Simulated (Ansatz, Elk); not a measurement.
# Bonding as seen by X-rays: BiMo

The structure of BiMo used here is made up (a known structure type with other elements) and was relaxed beforehand with PBE. The aim is the Fourier transform of its all-electron density, F(hkl), set beside the sum over free spherical atoms that refinements use.

Main program and level: Elk 11.2.3 (patched build); DFT, PBE, all-electron APW+lo, Dirac cores, scalar-relativistic bands, static density, no spin.

The structure was built from a prototype and need not be the compound's stable phase.

## 1. Set-up

The structure is orthorhombic, space group Cmmm (No. 65). Conventional cell: a = 3.475 Å, b = 5.509 Å, c = 4.496 Å, α = 90.00°, β = 90.00°, γ = 90.00°. Nearest to Bi lie 4 Mo at 2.84 Å. Nearest to Mo lie 4 Bi at 2.84 Å. Farther neighbours are not listed.

## 2. Ground state and structure factors

An all-electron density is needed, since X-rays see the cores too. Task 0 finds the density and task 195 Fourier-transforms it; tshift is off so that phases refer to the origin typed.

elk.in

```
tasks
  0
  195

xctype
  20

spinpol
  .false.

rgkmax
  7.0

gmaxvr
  14.0

lmaxo
  7

lmaxapw
  8

swidth
  0.002

tshift
  .false.

ramdisk
  .false.

hmaxvr
  5.5

maxscl
  120

epspot
  1e-06

sppath
  './'

avec
  3.28360681762 -5.20569188947 0.00000000000
  3.28360681762 5.20569188947 0.00000000000
  0.00000000000 0.00000000000 8.49708586519

atoms
  2
  'Bi.in'
  1
  0.5000000000 0.5000000000 0.5000000000   0.000000 0.000000 0.000000
  'Mo.in'
  1
  0.0000000000 0.0000000000 0.0000000000   0.000000 0.000000 0.000000

ngridk
  8 8 5
```

Run with:

```
OMP_NUM_THREADS=4 elk
```

Numbers of over 12 decimals in the logs are rounded to 6 here.

The program printed:

```text
┌─────────────────────────┐
│ Elk code version 11.2.3 │
└─────────────────────────┘

All units are atomic (Hartree, Bohr, etc.)

┌─────────────────────────────────────────────────┐
│ Ground-state run starting from atomic densities │
└─────────────────────────────────────────────────┘

Lattice vectors :
   3.283606818      -5.205691889       0.000000000
   3.283606818       5.205691889       0.000000000
   0.000000000       0.000000000       8.497085865

Reciprocal lattice vectors :
  0.9567505576     -0.6034918547       0.000000000
  0.9567505576      0.6034918547      -0.000000000
  -0.000000000       0.000000000      0.7394517846

Unit cell volume      :    290.4889462
Brillouin zone volume :   0.8539058600

Muffin-tin inner radius fraction :   0.1000000000E-01

Nuclei treated as point charges

Species : 1 (Bi)
 parameters loaded from : Bi.in
 name : bismuth
 nuclear charge    :   -83.00000000
 electronic charge :    83.00000000
 atomic mass :    380947.9285
 muffin-tin radius :    2.758291152
 number of radial points in muffin-tin :   1393
 inner part over the whole radius :   0.9901810772E-02
 number on inner part of muffin-tin    :   1000
 approximate nuclear radius :   0.1052171418E-03
 number of mesh points to nuclear radius :    527
 atomic positions (lattice), magnetic fields (Cartesian) :
  1 :   0.50000000  0.50000000  0.50000000    0.00000000  0.00000000  0.00000000

Species : 2 (Mo)
 parameters loaded from : Mo.in
 name : molybdenum
 nuclear charge    :   -42.00000000
 electronic charge :    42.00000000
 atomic mass :    174887.9214
 muffin-tin radius :    2.561270355
 number of radial points in muffin-tin :   1193
 inner part over the whole radius :   0.9940831451E-02
 number on inner part of muffin-tin    :    848
 approximate nuclear radius :   0.8334154960E-04
 number of mesh points to nuclear radius :    420
 atomic positions (lattice), magnetic fields (Cartesian) :
  1 :   0.00000000  0.00000000  0.00000000    0.00000000  0.00000000  0.00000000

Total number of atoms per unit cell :    2
Total muffin-tin volume :    158.2849688
 ratio of muffin-tin to unit cell volume :   0.5448915386

Spin treatment :
 spin-unpolarised

Number of Bravais lattice symmetries :    8
Number of crystal symmetries         :    8
Crystal has inversion symmetry
Real symmetric eigensolver will be used

k-point grid :      8     8     5
k-point offset :    0.000000000       0.000000000       0.000000000
k-point set is reduced with full crystal symmetry group
Total number of k-points :       63

Muffin-tin radius times maximum |G+k| :    7.000000000
 using average radius
Maximum |G+k| for APW functions       :    2.631795869
Maximum (1/2)|G+k|²                   :    3.463174748
Maximum |G| for potential and density :    14.00000000
Constant for pseudocharge density :   10
 order of it for each species :   17  17
 order of it for pair densities of each species (exact exchange by exxq0 0: 18) :   10   9
Radial integration step length :    1

G-vector grid sizes :     28    28    40
Number of G-vectors :    13457

Maximum angular momentum used for
 APW functions            :    8
 outer part of muffin-tin :    7
 inner part of muffin-tin :    2

Total nuclear charge    :   -125.0000000
Total core charge       :    96.00000000
Total valence charge    :    29.00000000
Total excess charge     :    0.000000000
Total electronic charge :    125.0000000

Effective Wigner radius, rₛ :   0.8216944046

Number of empty states         :      8
Total number of valence states :     23
Total number of core states    :     96

Third-order local-orbitals added for an l without core states : T
Total number of local-orbitals :     33

Exchange-correlation functional :     20     0     0
 Perdew-Burke-Ernzerhof, Phys. Rev. Lett. 77, 3865 (1996)
 gradient requirement :    1
 generalised gradient approximation (GGA)

Smearing type :    3
 Fermi-Dirac
Smearing width :   0.2000000000E-02
Effective electronic temperature (K) :    631.5500496

Mixing type :    3
[...]
xc potential                :     -689.44203728553
 exchange                    :     -515.04103454559
 correlation                 :     -7.338085
 electron entropic           :    -0.10472554589628E-02
 total energy                :     -25631.772977428

Density of states at Fermi energy :    81.58069106
 (states/Hartree/unit cell)

Estimated indirect band gap :   0.3902166779E-03
 from k-point 56 to k-point 21
Estimated direct band gap   :   0.9921399504E-02
 at k-point 11

Charges :
 core                        :    96.00000000
 valence                     :    29.00000000
 interstitial                :    3.666073948
 muffin-tins (core leakage)
  species : 1 (Bi)
   atom 1                    :    81.40485769     (  0.9000432832E-03)
  species : 2 (Mo)
   atom 1                    :    39.92906837     (  0.1082246683E-06)
 total in muffin-tins        :    121.3339261
 total calculated charge     :    124.9993537
 total charge                :    125.0000000
 error                       :   0.6463450004E-03

RMS change in Kohn-Sham potential (target) :   0.1416991925     (  0.1000000000E-05)
Absolute change in total energy (target)   :   0.3817184779E-01 (  0.1000000000E-03)

[... loops 3 to 14 left out ...]

┌──────────────────┐
│ Loop number : 15 │
└──────────────────┘

Energies :
 Fermi                       :     0.362927
 sum of occupied eigenvalues :     -15772.698224896
 electron kinetic            :      29444.654789304
 core electron kinetic       :      29200.056562928
 Coulomb                     :     -54553.039093225
 Coulomb potential           :     -44533.879767985
 nuclear-nuclear             :     -2251.5816603896
 electron-nuclear            :     -60117.528303817
 Hartree                     :      7816.0708709815
 Madelung                    :     -32286.099209232
 xc potential                :     -683.47324621509
 exchange                    :     -515.33623443312
 correlation                 :     -7.336586
 electron entropic           :    -0.11946060091995E-02
 total energy                :     -25631.058318813

Density of states at Fermi energy :    93.93287794
 (states/Hartree/unit cell)

Estimated indirect band gap :   0.4082741950E-03
 from k-point 3 to k-point 55
Estimated direct band gap   :   0.7683411091E-02
 at k-point 38

Charges :
 core                        :    96.00000000
 valence                     :    29.00000000
 interstitial                :    3.413170377
 muffin-tins (core leakage)
  species : 1 (Bi)
   atom 1                    :    81.36170830     (  0.8524302500E-03)
  species : 2 (Mo)
   atom 1                    :    40.22512132     (  0.8616977354E-07)
 total in muffin-tins        :    121.5868296
 total calculated charge     :    124.9993954
 total charge                :    125.0000000
 error                       :   0.6046101924E-03

RMS change in Kohn-Sham potential (target) :   0.1609440993E-06 (  0.1000000000E-05)
Absolute change in total energy (target)   :   0.6331256373E-04 (  0.1000000000E-03)

Convergence targets achieved

┌──────────────────┐
│ Loop number : 16 │
└──────────────────┘

Energies :
 Fermi                       :     0.362927
 sum of occupied eigenvalues :     -15772.698217478
 electron kinetic            :      29444.654794419
 core electron kinetic       :      29200.056569367
 Coulomb                     :     -54553.039096855
 Coulomb potential           :     -44533.879771097
 nuclear-nuclear             :     -2251.5816603896
 electron-nuclear            :     -60117.528307547
 Hartree                     :      7816.0708710809
 Madelung                    :     -32286.099211307
 xc potential                :     -683.47324079999
 exchange                    :     -515.33623448676
 correlation                 :     -7.336586
 electron entropic           :    -0.11946060540069E-02
 total energy                :     -25631.058317373

Density of states at Fermi energy :    93.93288240
 (states/Hartree/unit cell)

Estimated indirect band gap :   0.4082722975E-03
 from k-point 3 to k-point 55
Estimated direct band gap   :   0.7683413407E-02
 at k-point 38

Charges :
 core                        :    96.00000000
 valence                     :    29.00000000
 interstitial                :    3.413170114
 muffin-tins (core leakage)
  species : 1 (Bi)
   atom 1                    :    81.36170839     (  0.8524302836E-03)
  species : 2 (Mo)
   atom 1                    :    40.22512149     (  0.8616989078E-07)
 total in muffin-tins        :    121.5868299
 total calculated charge     :    124.9993954
 total charge                :    125.0000000
 error                       :   0.6046103258E-03

┌──────────────────────────────┐
│ Self-consistent loop stopped │
└──────────────────────────────┘

Warning : core states of species 1 leak from the muffin-tin :   0.8524302836E-03

Wrote STATE.OUT
```

Run time: 23 s. Hardware: 4 threads of Arm Neoverse N1, shared host; peak memory 0.16 GiB; 67 s of CPU time.

SFACRHO.OUT:

```text

h k l indices transformed by vhmat matrix:
   1.000000000       0.000000000       0.000000000    
   0.000000000       1.000000000       0.000000000    
   0.000000000       0.000000000       1.000000000    

      h      k      l  multipl.   |H|            Re(F)            Im(F)           |F|

      0      0      0      1   0.0000000       125.00000      0.11551314E-16   125.00000    
      0      0      1      2  0.73945178      -39.397622      0.42700828E-13   39.397622    
      0     -1      0      4   1.1311826      -37.978330     -0.40830122E-13   37.978330    
     -1      1      0      2   1.2069837       105.68565     -0.11936130E-16   105.68565    
      1      0      1      8   1.3514300       102.63537     -0.79097563E-13   102.63537    
     -1      1      1      4   1.4154853      -36.896308      0.39043541E-13   36.896308    
      0      0     -2      2   1.4789036       99.960014      0.77359448E-13   99.960014    
     -1      0      2      8   1.8619156      -34.712697      0.36161364E-13   34.712697    
     -1      1      2      4   1.9089173       92.226659     -0.71892404E-13   92.226659    
     -1     -1      0      2   1.9135011       92.205048      0.71818754E-13   92.205048    
      1     -2      0      4   2.0477288      -33.770375     -0.35072073E-13   33.770375    
      1      1     -1      4   2.0514082      -33.720112      0.34971269E-13   33.720112    
     -1      2      1      8   2.1771500       87.776538     -0.68585421E-13   87.776538    
      0      0      3      2   2.2183554      -32.938569      0.12879040E-12   32.938569    
      0      2      0      4   2.2623652       86.413434     -0.67558926E-13   86.413434    
      2      0      1      8   2.3801439      -32.163406      0.12516869E-12   32.163406    
     -2      2      0      2   2.4139674       84.004945     -0.96036333E-17   84.004945    
     -1     -1      2      4   2.4183966       83.900465      0.12552544E-13   83.900465
```

Elk indexes on the primitive cell of elk.in and gives |H| = 4π sin θ/λ in inverse bohr. Below, one row stands for each form hkl of the conventional cell (m members, Friedel mates merged), F is for one primitive cell and the density is static (no thermal factor). Free-atom factors are Waasmaier and Kirfel's, and R is Σm||F|−|F'||/Σm|F|.

| hkl | m | sin θ/λ (Å⁻¹) | abs F, DFT | neutral atoms | diff. |
| --- | --- | --- | --- | --- | --- |
| 001 | 2 | 0.111 | 39.398 | 39.497 | -0.100 |
| 110 | 4 | 0.170 | 37.978 | 37.910 | +0.068 |
| 020 | 2 | 0.181 | 105.686 | 105.885 | -0.199 |
| 111 | 8 | 0.203 | 102.635 | 102.955 | -0.320 |
| 021 | 4 | 0.213 | 36.896 | 36.639 | +0.258 |
| 002 | 2 | 0.222 | 99.960 | 100.429 | -0.469 |
| 112 | 8 | 0.280 | 34.713 | 34.609 | +0.104 |
| 022 | 4 | 0.287 | 92.227 | 92.359 | -0.133 |
| 200 | 2 | 0.288 | 92.205 | 92.277 | -0.072 |
| 130 | 4 | 0.308 | 33.770 | 33.769 | +0.002 |
| 201 | 4 | 0.308 | 33.720 | 33.752 | -0.032 |
| 131 | 8 | 0.327 | 87.776 | 87.710 | +0.066 |
| 003 | 2 | 0.334 | 32.939 | 32.996 | -0.058 |
| 220 | 4 | 0.340 | 86.413 | 86.300 | +0.113 |
| 221 | 8 | 0.358 | 32.163 | 32.259 | -0.096 |
| 040 | 2 | 0.363 | 84.005 | 83.875 | +0.130 |
| 202 | 4 | 0.364 | 83.900 | 83.805 | +0.095 |
| 113 | 8 | 0.374 | 82.791 | 82.696 | +0.095 |
| 041 | 4 | 0.380 | 31.505 | 31.595 | -0.090 |
| 023 | 4 | 0.380 | 31.517 | 31.591 | -0.074 |
| 132 | 8 | 0.380 | 31.525 | 31.589 | -0.063 |
| 222 | 8 | 0.406 | 79.660 | 79.546 | +0.114 |

## 3. The highest occupied states alone

An energy window below the Fermi level keeps the highest occupied states, to see at which angles they scatter; shallow core shells can lie inside it and anion s states outside. No new self-consistency is needed.

Changes to elk.in since step 2:

```diff
@@ -1,3 +1,2 @@
 tasks
-  0
   195
@@ -40,2 +39,5 @@
 
+wsfac
+  -0.078060 0.662930
+
 sppath
```

Run with:

```
OMP_NUM_THREADS=4 elk
```

The program printed:

```text
┌─────────────────────────────────┐
│ Elk code version 11.2.3 started │
└─────────────────────────────────┘

Info(readinput): the functional depends on the density's gradient
 muffin-tin radial points multiplied by    2.00000
 (not where nrmtscf is given)

┌────────────────────┐
│ Current task : 195 │
└────────────────────┘
Info(checkmt): changed muffin-tin radius of species 1 (Bi) from   2.8000 to   2.7583
Info(checkmt): changed muffin-tin radius of species 2 (Mo) from   2.6000 to   2.5613

Info(sfacrho): density structure factors written to SFACRHO.OUT

 Energy window :  -0.7806000000E-01  0.6629300000

┌──────────────────┐
│ Elk code stopped │
└──────────────────┘
```

Run time: 6.7 s. Hardware: 4 threads; peak memory 0.16 GiB.

States within 12 eV below the Fermi level hold 10.26 electrons; any levels below the window count with the cores, and a count that is not whole means the window cuts a band. Their amplitudes can exceed the total, where window and core parts have opposite phase:

| hkl | sin θ/λ (Å⁻¹) | abs F, window | abs F, all |
| --- | --- | --- | --- |
| 001 | 0.111 | 1.666 | 39.398 |
| 110 | 0.170 | 1.205 | 37.978 |
| 020 | 0.181 | 2.121 | 105.686 |
| 111 | 0.203 | 1.378 | 102.635 |
| 021 | 0.213 | 0.789 | 36.896 |
| 002 | 0.222 | 0.782 | 99.960 |
| 112 | 0.280 | 0.507 | 34.713 |
| 022 | 0.287 | 0.233 | 92.227 |
| 200 | 0.288 | 0.287 | 92.205 |
| 130 | 0.308 | 0.416 | 33.770 |

(Continued in part 2 of 2.)

[Logs are printed without paths, hosts, clocks, repeated set-up lines and the standing remarks that a program may print on its own settings, such as how far it seeks lower states.]

[Hosts, paths, dates, database ids (printed as entryN), source tags and the programs' standing remarks are cut or masked in the printed files.]
